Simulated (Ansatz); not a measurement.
# Rb on Pd(100): change of the work function, part 4 of 4

How does one ordered layer of Rb (hollow site) change the work function of Pd(100), and what dipole does each adsorbate carry?

Ansatz 0.2.0; plane-wave DFT, PBE, Ansatz PAW (the session's first sound run).

So far, work function, upper face (eV): step 2 (the clean slab) 5.10; step 3 (adsorbate added) 1.51; step 5 (the covered slab, atoms frozen) 1.52; step 6 (the substrate alone) 5.10; step 7 (the adsorbate layer alone) 2.38.

**9. A changed input: hamiltonian.hubbard**

This step: plane-wave DFT, PBE, Ansatz PAW, but for the change named below (Ansatz 0.2.0).

System of this step: Rb/Pd(100). The cell holds 17 atoms: 16 Pd and 1 Rb. Cell: a = 5.501 Å, b = 5.501 Å, c = 27.161 Å, α = 90.0°, β = 90.0°, γ = 90.0°. Vacuum lies along c.

A run with a changed input: it repeats the earlier run at 0.25 ML with hamiltonian.hubbard to sites: [species: Pd, l: d, u_eff: 4.0], double_counting: amf; its output block differs too.

The input, input.yaml:

```yaml
crystal:
  lattice:
    - [5.5012907576, 0.0, 0.0]
    - [0.0, 5.5012907576, 0.0]
    - [0.0, 0.0, 27.161201975]
  atoms:
    - { symbol: Pd, position: [0.25, 0.25, 0.331354997] }
    - { symbol: Pd, position: [0.0, 0.0, 0.4029644936] }
    - { symbol: Pd, position: [0.25, 0.25, 0.4767815372] }
    - { symbol: Pd, position: [0.0, 0.0, 0.5497641076] }
    - { symbol: Pd, position: [0.25, 0.75, 0.331354997] }
    - { symbol: Pd, position: [0.0, 0.5, 0.4029644936] }
    - { symbol: Pd, position: [0.25, 0.75, 0.4767815372] }
    - { symbol: Pd, position: [0.0, 0.5, 0.5497641076] }
    - { symbol: Pd, position: [0.75, 0.25, 0.331354997] }
    - { symbol: Pd, position: [0.5, 0.0, 0.4029644936] }
    - { symbol: Pd, position: [0.75, 0.25, 0.4767815372] }
    - { symbol: Pd, position: [0.5, 0.0, 0.5497641076] }
    - { symbol: Pd, position: [0.75, 0.75, 0.331354997] }
    - { symbol: Pd, position: [0.5, 0.5, 0.4029644936] }
    - { symbol: Pd, position: [0.75, 0.75, 0.4767815372] }
    - { symbol: Pd, position: [0.5, 0.5, 0.5497641076] }
    - { symbol: Rb, position: [0.25, 0.25, 0.668645003] }
kpoints:
  mp_grid: { grid: [6, 6, 1] }
hamiltonian:
  xc: pbe
  hubbard: { sites: [{ species: Pd, l: d, u_eff: 4.0 }], double_counting: amf }
scf:
  occupations: { method: fermi_dirac, width: 0.1 }
  convergence: { dr2_threshold: 1.0e-08 }
efield:
  axis: 3
  dipole_correction: true
  ramp_position: 0.97
  ramp_width: 0.06
relax:
  f_tol: 0.02
  max_steps: 60
  constraints: [{ sites: [0, 1, 4, 5, 8, 9, 12, 13] }]
output:
  bader: true
  dos: { projected: true, e_range: [-8, 4] }
  write_potential: true
  write_density: true
  volumetric_format: npy
```

On the command line:

```console
$ ansatz run input.yaml --threads 4 --pin off --max-ram 6144MiB --backend cpu --events-out ev --progress --plain --runs-dir out
```

Output:

```text
Pd: projections on atomic orbitals take those of the free atom [Ar 3d10] 4s2 4p6 4d10, of charge +0.00 (hamiltonian.pseudopotentials.projection_atoms); the dataset's partial waves leave at most 1.0e-5 of an orbital's norm unspanned inside its sphere
Rb: projections on atomic orbitals take those of the free atom [Ar 3d10] 4s2 4p6 5s1, of charge +0.00 (hamiltonian.pseudopotentials.projection_atoms); the dataset's partial waves leave at most 2.5e-6 of an orbital's norm unspanned inside its sphere
[...]
Crystal: 17 atoms, lattice volume = 822.012 Å³
Basis set: ecut = 420 eV, 16023 PW (Γ), exchange–correlation on 80×80×384 points (8 copies of the dense FFT grid, shifted against one another)
Bands: 179, of which v1, the nominal top of the filled ones, is band 149 counted from 1 (148 counted from 0)
Symmetry: 8 space group operations
[...]
k-points: 10 of 36
[...]
SCF iter   1: F=—  HF=-114844.404652 eV  |F-HF|=—  |Δ(HF+E_count)|=         —  Δρ=8.74e-2  dr2=8.20e1  ethr=3.10e-3  p=0.000 e·Å  D=1.08e-6 V/Å  ΔV_dip=-0.00 eV  dr2_dipole=2.79e-2  V_vac-E_F(+/−)=2.66/2.66 eV  ⟨swp⟩=7.4  Hψ=7378  notcnv=0  defer=37
[...]
SCF iter  17: F=-114829.196514 eV  HF=-114829.196514 eV  |F-HF|=5.21e-8  |Δ(HF+E_count)|=   9.34e-8  Δρ=1.07e-6  dr2=7.57e-9  ethr=3.37e-12  p=0.540 e·Å  D=1.19e-1 V/Å  ΔV_dip=-3.23 eV  dr2_dipole=1.59e-10  V_vac-E_F(+/−)=1.87/5.10 eV  ⟨swp⟩=17.5  Hψ=13608  notcnv=0
SCF 1 converged in 17 iterations: F = -114829.196514 eV  dr2 = 7.57e-9
[...]
relax step   1: F+E_penalty+E_count = -114829.19651393 eV  Δ(F+E_penalty+E_count) = +0.000e0 eV  max|allowed force component| = 6.742e-1 eV/Å  Δτ_max = 0.0000 Å  (17 SCF iters, accepted)
[...]
SCF iter  14: F=-114829.276596 eV  HF=-114829.276595 eV  |F-HF|=2.67e-8  |Δ(HF+E_count)|=   3.91e-8  Δρ=8.33e-7  dr2=3.72e-9  ethr=3.37e-12  p=0.554 e·Å  D=1.22e-1 V/Å  ΔV_dip=-3.31 eV  dr2_dipole=1.43e-10  V_vac-E_F(+/−)=1.79/5.10 eV  ⟨swp⟩=15.0  Hψ=12087  notcnv=0
SCF 2 converged in 14 iterations: F = -114829.276596 eV  dr2 = 3.72e-9
[...]
relax step   2: F+E_penalty+E_count = -114829.27659552 eV  Δ(F+E_penalty+E_count) = -8.008e-2 eV  max|allowed force component| = 6.155e-1 eV/Å  Δτ_max = 0.1068 Å  (14 SCF iters, accepted)
SCF iter   1: F=—  HF=-114829.392607 eV  |F-HF|=—  |Δ(HF+E_count)|=         —  Δρ=2.12e-3  dr2=1.28e-1  ethr=8.98e-4  p=0.554 e·Å  D=1.22e-1 V/Å  ΔV_dip=-3.31 eV  dr2_dipole=8.00e-3  V_vac-E_F(+/−)=1.80/5.11 eV  ⟨swp⟩=5.7  Hψ=4249  notcnv=0  defer=94
[...]
SCF iter  14: F=-114829.388571 eV  HF=-114829.388571 eV  |F-HF|=2.45e-8  |Δ(HF+E_count)|=   4.63e-8  Δρ=7.66e-7  dr2=3.34e-9  ethr=3.37e-12  p=0.580 e·Å  D=1.28e-1 V/Å  ΔV_dip=-3.47 eV  dr2_dipole=9.58e-10  V_vac-E_F(+/−)=1.63/5.10 eV  ⟨swp⟩=15.6  Hψ=12177  notcnv=0
SCF 3 converged in 14 iterations: F = -114829.388571 eV  dr2 = 3.34e-9
relax step   3: F+E_penalty+E_count = -114829.38857078 eV  Δ(F+E_penalty+E_count) = -1.120e-1 eV  max|allowed force component| = 4.063e-1 eV/Å  Δτ_max = 0.1967 Å  (14 SCF iters, accepted)
[...]
relax step   4: F+E_penalty+E_count = -114829.43946055 eV  Δ(F+E_penalty+E_count) = -5.089e-2 eV  max|allowed force component| = 7.851e-2 eV/Å  Δτ_max = 0.1976 Å  (14 SCF iters, accepted)
SCF iter   1: F=—  HF=-114829.448393 eV  |F-HF|=—  |Δ(HF+E_count)|=         —  Δρ=1.68e-3  dr2=2.49e-2  ethr=9.28e-5  p=0.597 e·Å  D=1.31e-1 V/Å  ΔV_dip=-3.57 eV  dr2_dipole=1.32e-3  V_vac-E_F(+/−)=1.52/5.09 eV  ⟨swp⟩=3.7  Hψ=3892  notcnv=0  defer=102
[...]
SCF iter  13: F=-114829.443179 eV  HF=-114829.443179 eV  |F-HF|=8.35e-8  |Δ(HF+E_count)|=   1.58e-7  Δρ=1.40e-6  dr2=9.46e-9  ethr=3.37e-12  p=0.598 e·Å  D=1.32e-1 V/Å  ΔV_dip=-3.58 eV  dr2_dipole=1.45e-10  V_vac-E_F(+/−)=1.52/5.10 eV  ⟨swp⟩=13.6  Hψ=13363  notcnv=0
SCF 5 converged in 13 iterations: F = -114829.443179 eV  dr2 = 9.46e-9
relax step   5: F+E_penalty+E_count = -114829.44317941 eV  Δ(F+E_penalty+E_count) = -3.719e-3 eV  max|allowed force component| = 1.523e-2 eV/Å  Δτ_max = 0.0618 Å  (13 SCF iters, accepted)
[...]
SCF converged after 13 iterations
Free energy (F): -114829.443179 eV
[...]
Internal energy: -114828.562984 eV  (E = F + TS)
E sigma→0 (E₀):  -114829.003082 eV
Entropy (-TS):   -0.880195 eV (-51.776 meV/atom)
Fermi energy:    3.810732 eV
Dipole field:    D = 0.131733 V/Å  (p = 0.598427 e·Å, saw-weighted, corrected)
Work function:   Φ+ = 1.5198 eV   Φ− = 5.0978 eV
[...]
DFT+U double counting: amf (around mean field; hamiltonian.hubbard.double_counting)
--- Forces (eV/Å), atoms counted from 1 ---
  atom   1  Pd    -0.00000000     0.00000000    -0.19588004
  atom   2  Pd     0.02331540     0.02331540     0.19893069
  atom   3  Pd    -0.00000000     0.00000000    -0.00483512
  atom   4  Pd     0.00298729     0.00298729     0.01522943
  atom   5  Pd    -0.00000000     0.00000000    -0.21197098
  atom   6  Pd     0.02331540    -0.02331540     0.19893069
  atom   7  Pd    -0.00000000    -0.00000000    -0.00195042
  atom   8  Pd     0.00298729    -0.00298729     0.01522943
  atom   9  Pd    -0.00000000    -0.00000000    -0.21197098
  atom  10  Pd    -0.02331540     0.02331540     0.19893069
  atom  11  Pd     0.00000000     0.00000000    -0.00195042
  atom  12  Pd    -0.00298729     0.00298729     0.01522943
  atom  13  Pd    -0.00000000     0.00000000    -0.22210197
  atom  14  Pd    -0.02331540    -0.02331540     0.19893069
  atom  15  Pd     0.00000000     0.00000000     0.00147396
  atom  16  Pd    -0.00298729    -0.00298729     0.01522943
  atom  17  Rb    -0.00000000     0.00000000    -0.00745651
  max |Σ_I F_I| component: 2.00e-6 eV/Å
--- Band table (eV; the first three rows and the last of 10) ---
  k-point 0: bands = [... 145 lower, 3.8420, 3.9023, 3.9023, 4.1998, 4.2613, 4.7029, 4.7157, 4.7277, ... 26 higher]
  k-point 1: bands = [... 145 lower, 3.6476, 3.9231, 3.9792, 4.0338, 4.1859, 4.2187, 4.4616, 4.4636, ... 26 higher]
  k-point 2: bands = [... 145 lower, 3.6507, 3.6544, 3.6932, 3.7165, 3.7796, 3.9125, 4.0292, 4.0716, ... 26 higher]
  k-point 9: bands = [... 145 lower, 3.1125, 3.1137, 3.1401, 3.8000, 3.8079, 3.8079, 3.8267, 4.3270, ... 26 higher]
Occupation matrices written to <dir>
--- Relaxed structure (5 steps of the walk, 5 accepted, 0 SCFs on fresh bases) ---
  F+E_penalty+E_count = -114829.44317941 eV   max|allowed force component| = 1.523e-2 eV/Å
  atoms:
    - { symbol: Pd, position: [0.25, 0.25, 0.331355] }
    - { symbol: Pd, position: [0.0, 0.0, 0.402964] }
    - { symbol: Pd, position: [0.25, 0.25, 0.477250] }
    - { symbol: Pd, position: [-0.00203656, -0.00203656, 0.550272] }
    - { symbol: Pd, position: [0.25, 0.75, 0.331355] }
    - { symbol: Pd, position: [0.0, 0.5, 0.402964] }
    - { symbol: Pd, position: [0.25, 0.75, 0.476814] }
    - { symbol: Pd, position: [-0.00203656, 0.502037, 0.550272] }
    - { symbol: Pd, position: [0.75, 0.25, 0.331355] }
    - { symbol: Pd, position: [0.5, 0.0, 0.402964] }
    - { symbol: Pd, position: [0.75, 0.25, 0.476814] }
    - { symbol: Pd, position: [0.502037, -0.00203656, 0.550272] }
    - { symbol: Pd, position: [0.75, 0.75, 0.331355] }
    - { symbol: Pd, position: [0.5, 0.5, 0.402964] }
    - { symbol: Pd, position: [0.75, 0.75, 0.476154] }
    - { symbol: Pd, position: [0.502037, 0.502037, 0.550272] }
    - { symbol: Rb, position: [0.25, 0.25, 0.647921] }
--- Bader charges: 17 sites ---
  site symbol  charge [e]  shift [e]
     0     Pd     -0.0299     0.0000
     1     Pd      0.0318     0.0000
     2     Pd      0.0176     0.0000
     3     Pd     -0.1826     0.0000
     4     Pd     -0.0289     0.0000
     5     Pd      0.0318     0.0000
     6     Pd      0.0164     0.0000
     7     Pd     -0.1826     0.0000
     8     Pd     -0.0289     0.0000
     9     Pd      0.0318     0.0000
    10     Pd      0.0164     0.0000
    11     Pd     -0.1826     0.0000
    12     Pd     -0.0296     0.0000
    13     Pd      0.0318     0.0000
    14     Pd      0.0165     0.0000
    15     Pd     -0.1826     0.0000
    16     Rb      0.6537     0.0000
  estimated error of the sums over rays = 3.4e-4 e
```

The job ended after 11 min (4 threads of Arm Neoverse N1, shared host; peak memory 4.1 GiB; 42 min of CPU time).

Relaxation path:

```
step  energy less that of the first step (eV)  largest force component (eV/Å)
   1                                   0.0000                          0.6742
   2                                  -0.0801                          0.6155
   3                                  -0.1921                          0.4063
   4                                  -0.2429                          0.0785
   5                                  -0.2467                          0.0152
```

The run keeps the 8 symmetry operations that the program found, so distortions that break them were not tested.

The atoms that moved most (Å):

```
atom      dx      dy      dz  length
Rb17   0.000   0.000  -0.563   0.563
 Pd4  -0.011  -0.011   0.014   0.021
Pd12   0.011  -0.011   0.014   0.021
 Pd8  -0.011   0.011   0.014   0.021
Pd16   0.011   0.011   0.014   0.021
Pd15   0.000   0.000  -0.017   0.017
 Pd3   0.000   0.000   0.013   0.013
```

The relaxed structure:

```cif
data_structure
_symmetry_space_group_name_H-M 'P 1'
_symmetry_Int_Tables_number 1
_cell_length_a 5.5013
_cell_length_b 5.5013
_cell_length_c 27.1612
_cell_angle_alpha 90.000
_cell_angle_beta 90.000
_cell_angle_gamma 90.000
_cell_volume 822.01
loop_
_atom_site_label
_atom_site_type_symbol
_atom_site_fract_x
_atom_site_fract_y
_atom_site_fract_z
_atom_site_occupancy
Pd1 Pd 0.25000 0.25000 0.33135 1
Pd2 Pd 0.00000 0.00000 0.40296 1
Pd3 Pd 0.25000 0.25000 0.47725 1
Pd4 Pd 0.99796 0.99796 0.55027 1
Pd5 Pd 0.25000 0.75000 0.33135 1
Pd6 Pd 0.00000 0.50000 0.40296 1
Pd7 Pd 0.25000 0.75000 0.47681 1
Pd8 Pd 0.99796 0.50204 0.55027 1
Pd9 Pd 0.75000 0.25000 0.33135 1
Pd10 Pd 0.50000 0.00000 0.40296 1
Pd11 Pd 0.75000 0.25000 0.47681 1
Pd12 Pd 0.50204 0.99796 0.55027 1
Pd13 Pd 0.75000 0.75000 0.33135 1
Pd14 Pd 0.50000 0.50000 0.40296 1
Pd15 Pd 0.75000 0.75000 0.47615 1
Pd16 Pd 0.50204 0.50204 0.55027 1
Rb17 Rb 0.25000 0.25000 0.64792 1
```

Numbers from this step:

| Item | Value |
| --- | --- |
| energy at zero smearing | -114829.0031 eV |
| work function, upper face | 1.520 eV |
| work function, lower face | 5.098 eV |
| dipole along the normal | 0.5984 e·Å |
| step between the vacuum levels | -3.578 eV |

The density of states has structure finer than the step of the table below, so its rows give means over 0.5 eV. Peaks (eV: height): -3.52: 55.7, -2.56: 56.8, -2.47: 61.2, -2.38: 58.9, -2.17: 56.4, -1.62: 95.2, 0.00: 69.4.

Table of density of states by energy, zero at the Fermi level; means over each step:

```
energy (eV)  density of states (states/eV a cell)
       -7.0                                     0
       -6.5                                 0.328
       -6.0                                  1.21
       -5.5                                  1.46
       -5.0                                  6.83
       -4.5                                  26.6
       -4.0                                  28.6
       -3.5                                  29.4
       -3.0                                  24.5
       -2.5                                  39.9
       -2.0                                  34.2
       -1.5                                  38.5
       -1.0                                  38.3
       -0.5                                  36.4
        0.0                                  26.2
        0.5                                  8.07
        1.0                                  6.78
        1.5                                  6.33
```

Projected DOS per atom over height of the atomic layer and energy from the Fermi level. Layers: Pd4 Pd4 Pd4 Pd4 Rb from below.

Values in states/eV, 22 rows by 5 columns, each cell a mean:
```
0.02 0.03 0.03 0.03 0.25
0.05 0.06 0.06 0.05 0.34
0.16 0.10 0.10 0.16 0.61
0.43 0.27 0.32 0.37 0.60
1.46 1.99 1.86 1.21 0.39
2.48 2.11 1.92 2.24 0.18
2.73 1.62 1.88 2.70 0.37
2.42 1.57 1.71 2.43 0.22
2.80 1.39 1.58 2.99 0.16
2.81 2.59 2.47 2.96 0.14
1.32 1.43 1.48 1.46 0.04
1.55 1.67 1.80 1.83 0.02
1.80 2.05 2.08 1.82 0.05
1.04 2.43 2.21 0.92 0.14
0.63 2.05 1.89 0.53 0.15
0.10 0.42 0.37 0.09 0.08
0.02 0.02 0.02 0.02 0.04
0.01 0.01 0.01 0.01 0.05
0.00 0.00 0.00 0.00 0.03
0.00 0.00 0.00 0.00 0.00
0.00 0.00 0.00 0.00 0.00
0.00 0.00 0.00 0.00 0.00
```
Columns: height of the atomic layer (Å) from 9 to 17.6 (not evenly spaced); rows upwards: energy from the Fermi level (eV) from -7.96 to 1.95.

```
                      quantity  this run  earlier run  difference
work function, upper face (eV)     1.520        1.510       0.010
work function, lower face (eV)     5.098        5.100     -0.0025
 dipole along the normal (e·Å)    0.5984       0.6005     -0.0021
```

What moves beyond 0.01 in its unit (for the dipole 0.5 % and 5e-5 e·Å): work function, upper face (+0.0101 eV).

**10. A changed input**

This step: plane-wave DFT, PBE, Ansatz PAW (Ansatz 0.2.0).

System of this step: Pd(100). The cell holds 4 atoms: 4 Pd. Its edges and angles: a = 2.751 Å, b = 2.751 Å, c = 23.835 Å, α = 90.0°, β = 90.0°, γ = 90.0°. Vacuum lies along c.

An input spoilt on purpose, to show how the run answers: it repeats the earlier run at 0 ML with efield.amplitude to 3.0, and scf.max_iter set to 80.

The input, input.yaml:

```yaml
crystal:
  lattice:
    - [2.7506453788, 0.0, 0.0]
    - [0.0, 2.7506453788, 0.0]
    - [0.0, 0.0, 23.835]
  atoms:
    - { symbol: Pd, position: [0.5, 0.5, 0.3775959723] }
    - { symbol: Pd, position: [0.0, 0.0, 0.4591986574] }
    - { symbol: Pd, position: [0.5, 0.5, 0.5408013426] }
    - { symbol: Pd, position: [0.0, 0.0, 0.6224040277] }
kpoints:
  mp_grid: { grid: [11, 11, 1] }
hamiltonian:
  xc: pbe
scf:
  occupations: { method: fermi_dirac, width: 0.1 }
  convergence: { dr2_threshold: 1.0e-08 }
  max_iter: 80
efield:
  axis: 3
  dipole_correction: true
  ramp_position: 0.97
  ramp_width: 0.06
  amplitude: 3.0
relax:
  f_tol: 0.02
  max_steps: 60
  constraints: [{ sites: [0, 1] }]
output:
  write_potential: true
  write_density: true
  volumetric_format: npy
```

Output:

```text
[...]
Crystal: 4 atoms, lattice volume = 180.337 Å³
Basis set: ecut = 420 eV, 3579 PW (Γ), exchange–correlation on 40×40×320 points (8 copies of the dense FFT grid, shifted against one another)
Bands: 44, of which v1, the nominal top of the filled ones, is band 36 counted from 1 (35 counted from 0)
Symmetry: 8 space group operations
k-points: 21 of 121
[...]
SCF iter   1: F=—  HF=-27895.532107 eV  |F-HF|=—  |Δ(HF+E_count)|=         —  Δρ=9.42e-2  dr2=5.27e1  ethr=3.10e-3  p=1.275 e·Å  D=1.28e0 V/Å  ΔV_dip=-30.49 eV  dr2_dipole=1.33e1  V_vac-E_F(+/−)=22.22/0.57 eV  ⟨swp⟩=18.0  Hψ=6489  notcnv=0  defer=7
[...]
SCF iter  13: F=-27891.761470 eV  HF=-27891.761470 eV  |F-HF|=6.15e-9  |Δ(HF+E_count)|=   3.46e-8  Δρ=1.02e-6  dr2=2.32e-9  ethr=1.39e-11  p=1.143 e·Å  D=1.15e0 V/Å  ΔV_dip=-27.35 eV  dr2_dipole=3.17e-10  V_vac-E_F(+/−)=24.14/0.09 eV  ⟨swp⟩=13.0  Hψ=7983  notcnv=0
WARN: efield: at this solve's end the planar-averaged density reaches 1.54e-3 e/Å³ inside the ramp window [0.9280, 0.2274] (bound 1e-5 e/Å³); the window's nearer edge stands 3.58 Å from this solve's nearest atom along the axis. Its free energy, forces, stress, dipole, levels and responses can be off, and this figure does not tell by how much. The cell may have no vacuum along `efield.axis`. A short vacuum, a low `basis.ecutwfc` or `basis.ecutrho_ratio` and negative occupations (`scf.occupations.method`) can put density there. See the manual's quickstart, § The vacuum guard
SCF 1 converged in 13 iterations: F = -27891.761470 eV  dr2 = 2.32e-9
[...]
relax step   1: F+E_penalty+E_count = -27891.76147019 eV  Δ(F+E_penalty+E_count) = +0.000e0 eV  max|allowed force component| = 3.724e-1 eV/Å  Δτ_max = 0.0000 Å  (13 SCF iters, accepted)
[...]
SCF iter  12: F=-27891.798729 eV  HF=-27891.798729 eV  |F-HF|=1.28e-9  |Δ(HF+E_count)|=   1.93e-8  Δρ=1.36e-6  dr2=9.07e-9  ethr=1.39e-11  p=1.167 e·Å  D=1.17e0 V/Å  ΔV_dip=-27.91 eV  dr2_dipole=8.56e-12  V_vac-E_F(+/−)=23.59/0.10 eV  ⟨swp⟩=10.8  Hψ=8089  notcnv=0
[...]
SCF 2 converged in 12 iterations: F = -27891.798729 eV  dr2 = 9.07e-9
relax step   2: F+E_penalty+E_count = -27891.79872941 eV  Δ(F+E_penalty+E_count) = -3.726e-2 eV  max|allowed force component| = 5.246e-2 eV/Å  Δτ_max = 0.1949 Å  (12 SCF iters, accepted)
SCF iter   1: F=—  HF=-27891.799697 eV  |F-HF|=—  |Δ(HF+E_count)|=         —  Δρ=1.22e-3  dr2=9.58e-3  ethr=2.89e-5  p=1.167 e·Å  D=1.17e0 V/Å  ΔV_dip=-27.91 eV  dr2_dipole=1.79e-3  V_vac-E_F(+/−)=23.58/0.09 eV  ⟨swp⟩=3.6  Hψ=2155  notcnv=0  defer=19
[...]
SCF iter   9: F=-27891.799126 eV  HF=-27891.799126 eV  |F-HF|=9.54e-9  |Δ(HF+E_count)|=   2.58e-9  Δρ=1.59e-6  dr2=3.55e-9  ethr=1.39e-11  p=1.165 e·Å  D=1.17e0 V/Å  ΔV_dip=-27.86 eV  dr2_dipole=1.45e-14  V_vac-E_F(+/−)=23.64/0.10 eV  ⟨swp⟩=12.3  Hψ=7740  notcnv=0
[...]
SCF 3 converged in 9 iterations: F = -27891.799126 eV  dr2 = 3.55e-9
relax step   3: F+E_penalty+E_count = -27891.79912633 eV  Δ(F+E_penalty+E_count) = -3.969e-4 eV  max|allowed force component| = 1.475e-3 eV/Å  Δτ_max = 0.0178 Å  (9 SCF iters, accepted)
[...]
SCF converged after 9 iterations
Free energy (F): -27891.799126 eV
[...]
Internal energy: -27891.537444 eV  (E = F + TS)
E sigma→0 (E₀):  -27891.668285 eV
Entropy (-TS):   -0.261682 eV (-65.420 meV/atom)
Fermi energy:    2.616594 eV
Dipole field:    D = 1.168814 V/Å  (p = 1.164845 e·Å, saw-weighted, corrected)
Work function:   not extracted (applied field tilts the vacuum); planar V_es + V_field profile in the machine report
[...]
Vacuum region:   at the solve's end the planar-averaged density reaches 1.53e-3 e/Å³ inside the ramp window [0.9280, 0.2274] (bound 1e-5 e/Å³)
[...]
--- Forces (eV/Å), atoms counted from 1 ---
  atom   1  Pd     0.00000000     0.00000000    -0.32917359
  atom   2  Pd    -0.00000000     0.00000000     0.36798821
  atom   3  Pd     0.00000000     0.00000000    -0.00029994
  atom   4  Pd     0.00000000     0.00000000     0.00147465
  max |Σ_I F_I| component: 4.00e-2 eV/Å
--- Band table (eV; the first three rows and the last of 21) ---
  k-point 0: bands = [... 32 lower, 2.0669, 2.1211, 2.1211, 2.4976, 2.6163, 2.7095, 2.7095, 3.1889, ... 4 higher]
  k-point 1: bands = [... 32 lower, 1.7982, 1.8876, 2.2885, 2.3706, 2.4205, 2.5330, 2.7449, 3.6480, ... 4 higher]
  k-point 2: bands = [... 32 lower, 1.5876, 1.6892, 2.1610, 2.2037, 2.5243, 2.7210, 2.7890, 4.3530, ... 4 higher]
  k-point 20: bands = [... 32 lower, 2.8031, 2.8867, 3.1087, 3.1927, 6.6605, 7.5190, 8.6932, 9.6417, ... 4 higher]
--- Relaxed structure (3 steps of the walk, 3 accepted, 0 SCFs on fresh bases) ---
  F+E_penalty+E_count = -27891.79912633 eV   max|allowed force component| = 1.475e-3 eV/Å
  atoms:
    - { symbol: Pd, position: [0.5, 0.5, 0.377596] }
    - { symbol: Pd, position: [0.0, 0.0, 0.459199] }
    - { symbol: Pd, position: [0.5, 0.5, 0.545188] }
    - { symbol: Pd, position: [0, 0.0, 0.629836] }
```

It took 30 s on 4 threads; peak memory 0.51 GiB.

```
                     quantity  this run  earlier run  difference
dipole along the normal (e·Å)     1.165     -1.27e-4         1.2
```

The applied field differs between the two, so the dipoles differ in any case.

In so strong a field the program warns of density in the ramp of the sawtooth; these numbers are not the system's.

**11. Summary of results**

- work function of the clean face: 5.10 eV
- work function at 0.25 ML: 1.51 eV
- dipole per adsorbate at 0.25 ML, positive end outwards: 2.89 D
- step of the potential from the moved charge at 0.25 ML, upper less lower side, atoms held: -3.59 eV

Rb lowers the work function of Pd(100) at the lowest coverage, by 3.59 eV: the adsorbate layer has its positive end outwards. One coverage alone was completed, so no trend follows. The slab has 4 layers, at the tabulated experimental lattice constant, one starting site was run, and quantum-size effects of a slab this thin can reach one or two tenths of an eV.

[Long decimals in the printed logs are rounded to 6 places.]

[Logs are printed without paths, hosts, clocks, repeated set-up lines and the standing remarks that a program may print on its own settings, such as how far it seeks lower states.]

[Hosts, paths, dates, database ids (printed as entryN), source tags and the programs' standing remarks are cut or masked in the printed files.]

[Maps of the electrostatic potential energy from Ansatz leave out the sawtooth potential of an applied field or a dipole correction, so their vacuum need not be flat; planar profiles and work functions include it.]

[The density of states shown here was stored with 400 of the rows of the run's finer table, so its peaks can read low, often by over a quarter, or be missed, and its means over a window can be off by a tenth or more.]
